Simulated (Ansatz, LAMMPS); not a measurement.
# Charge trapping in glassy 72SiO2-6Al2O3-22SrO (mol %) (93 atoms): runs compared

Aim: add and remove one electron in glassy 72SiO2-6Al2O3-22SrO (mol %) (93 atoms), with atoms held and relaxed, and read trapping energy and localisation.

Computed with Ansatz 0.2.0: Kohn-Sham DFT, PBE, PAW (set soft_2), plane waves.

## Step 1: The cell as built

The cell holds 93 atoms: 23 Si, 4 Al, 7 Sr and 59 O. Cell: a = 11.074 Å, b = 11.074 Å, c = 11.074 Å, α = 90.0°, β = 90.0°, γ = 90.0°. 93 atoms (23 Si, 4 Al, 7 Sr, 59 O) placed at random at 2.81 g/cm³, melted at 4000 K for 10 ps at fixed volume with the Morse and Coulomb pair potential with partial charges (Pedone, Malavasi, Menziani, Cormack and Segre, J. Phys. Chem. B 110, 11780 (2006)). Quenched from 4000 K to 300 K at 10 K/ps and fixed volume, held 10 ps at zero pressure, then minimised at fixed cell.

Limits known from the start: The quench rate of 10 K/ps far exceeds what a furnace or splat quench reaches, so expect more defects and frozen-in strain than in a real sample. The network of bonds at the start is that of the classical potential that made the cell, and needn't be the one that DFT or experiment would give. Only the Γ point is sampled, in a cell whose shortest periodic width is 11 Å.

## Step 2: The reference run

The reference is a single point at the end of the relaxation.

The charged cells start from the geometry of this run, on a uniform background, with spin and a narrow Fermi–Dirac smearing.

Its input, with most atom lines left out:

```yaml
crystal:
  lattice:
    - [11.07404, 0.0, 0.0]
    - [0.0, 11.07404, 0.0]
    - [0.0, 0.0, 11.07404]
  atoms:
    - { symbol: Si, position: [0.13248, 0.55686, 0.60291] }
    - { symbol: Si, position: [0.7338, 0.11718, 0.06987] }
    - { symbol: Si, position: [0.38219, 0.56937, 0.21502] }
    - { symbol: Si, position: [0.46805, 0.43033, 0.59054] }
    - { symbol: Si, position: [0.0789, 0.21239, 0.29406] }
    - { symbol: Si, position: [0.86319, 0.60579, 0.50614] }
    - { symbol: Si, position: [0.77681, 0.39321, 0.99283] }
    [... atom lines 8 to 93 left out ...]
kpoints:
  mp_grid: { grid: [1, 1, 1] }
hamiltonian:
  xc: pbe
scf:
  occupations: { method: fixed }
output:
  forces: true
  stress: true
  populations: intrinsic
  dos:
    method: { smearing: { sigma: 0.08 } }
    de: 0.1
    projected: { site_lists: { Al: [Al], O: [O], Si: [Si], Sr: [Sr] } }
  eigenvalues: true
  write_density: true
  write_potential: true
  volumetric_format: npy
  elf: true
```

* free energy per atom: -808.3407 eV/atom
* r.m.s. force component: 0.00446 eV/Å
* pressure: -1.031 GPa

Filled and empty levels are parted by 3.61 eV (at Γ alone); a semilocal functional tends to put such gaps too low. In a disordered cell it changes from sample to sample, and tail or defect levels can set it.

## Step 3: The runs

Each row is one run, on 4 threads of Arm Neoverse V2, shared host. The free energy is the program's total, comparable only between runs with the same functional, potentials and atoms; between charge states it hangs on the program's zero of potential.

```
                                              run  atoms    outcome  ionic steps, all passes  free energy (eV)     time  host memory (GiB)
                        Single point at the start     93  converged                        -        -75171.050    9.9 s                1.5
                                       Relaxation     93  converged                       10        -75175.687     76 s                1.5
             Single point at the relaxed geometry     93  converged                        -        -75175.687     18 s                1.7
                    An extra electron, atoms held     93  converged                        -        -75168.191     52 s                2.7
                 An extra electron, atoms relaxed     93  converged                        3        -75168.199     83 s                2.7
An extra electron, levels at the relaxed geometry     93  converged                        -        -75168.199     53 s                2.7
          Neutral at the geometry of the electron     93  converged                        -        -75175.680     16 s                1.7
                        An extra hole, atoms held     93  converged                        -        -75179.158     74 s                2.7
                     An extra hole, atoms relaxed     93  converged                        9        -75179.347  4.4 min                2.7
    An extra hole, levels at the relaxed geometry     93  converged                        -        -75179.347     71 s                2.7
              Neutral at the geometry of the hole     93  converged                        -        -75175.297     16 s                1.7
```

In some runs the program notes that starting moments were not kept.

A closer look about O61, which holds the most spin of the extra hole after relaxation: 12 atoms, nearest first, numbered in the order of the input, with positions taken from that point.

```
atom      x      y      z  distance (Å)  Löwdin charge (e)  moment (μB)
 O61   0.00   0.00   0.00          0.00              -0.72         0.32
Si11   1.46   0.03  -0.71          1.63               1.72         0.00
 O81   1.10  -0.57  -2.19          2.52              -0.81         0.10
 O69   2.45  -0.85   0.23          2.60              -0.78         0.01
Sr30  -1.56  -2.20   0.27          2.71               1.81         0.00
 O82   2.39   1.35  -1.03          2.93              -0.78         0.00
 O89  -2.56   1.57  -0.13          3.01              -0.77         0.00
 O77  -1.25   1.32  -2.55          3.13              -0.84         0.00
 O45  -1.90   0.81   2.38          3.15              -0.80         0.00
Si20  -2.55   1.01  -1.64          3.20               1.74         0.00
 O78  -2.78  -0.62  -1.60          3.27              -0.83         0.00
Al24   0.10   0.43  -3.30          3.33               1.34         0.00
```

## Step 4: Energies and spread of the extra charge

Energies are differences within one cell and functional; the shift is the gain plus the neutral cell's energy at the new geometry, that is how much cheaper the vertical process becomes there. The spread is the participation number of the site moments (1/Σw², over the spin inside atomic spheres), with the atom that holds the largest share and the spin that the spheres hold in all.

```
 carrier  charged less neutral, atoms held (eV)  gain on relaxing (eV)  neutral cell at that geometry, less the reference (eV)  shift of the vertical energy (eV)       spread, atoms held         spread, relaxed
electron                                  7.495                  0.008                                                   0.007                              0.015                        -                       -
    hole                                 -3.472                  0.188                                                   0.390                              0.578  12; O61 20 % of 0.76 μB  4; O61 42 % of 0.76 μB
```

## Step 5: Findings

The extra electron gains 0.0081 eV as the atoms relax: so small a gain shows no trapping at this level. The cell with the electron keeps a moment of only 0.00 μB where one unpaired electron should give 1 μB: the carrier is shared between both spins, which can hide trapping. The extra hole gains 0.19 eV as the atoms relax, and its spin goes from about 12 to 4 atoms: the atoms trap it, with the largest share on O61. The O61–Sr30 distance goes from 2.45 to 2.71 Å. The hole is shared among 2 partly filled levels, as near-degenerate levels under the smearing give, and as self-interaction favours. Adding the two vertical energies gives 4.02 eV, against a gap of 3.61 eV in the neutral cell. The zero of the potential cancels in this sum; the excess isn't taken apart here: charging of a small cell, filling of bands on a coarse mesh and the attraction to the background can all enter.

Caveats: Single energies of charged cells hang on the program's zero of potential. In the spin-polarised runs the search for a state of lower energy was switched off. No distortion was seeded, so a trapped state behind a barrier can't be found. Local and semilocal functionals favour spread-out charges, so trapping can be missed. Charged cells carry a uniform background, with no correction for images.

The DFT runs together took 12 min of wall time.

[Logs are printed without paths, hosts, clocks, repeated set-up lines and the standing remarks that a program may print on its own settings, such as how far it seeks lower states.]

[Hosts, paths, dates, database ids (printed as entryN), source tags and the programs' standing remarks are cut or masked in the printed files.]
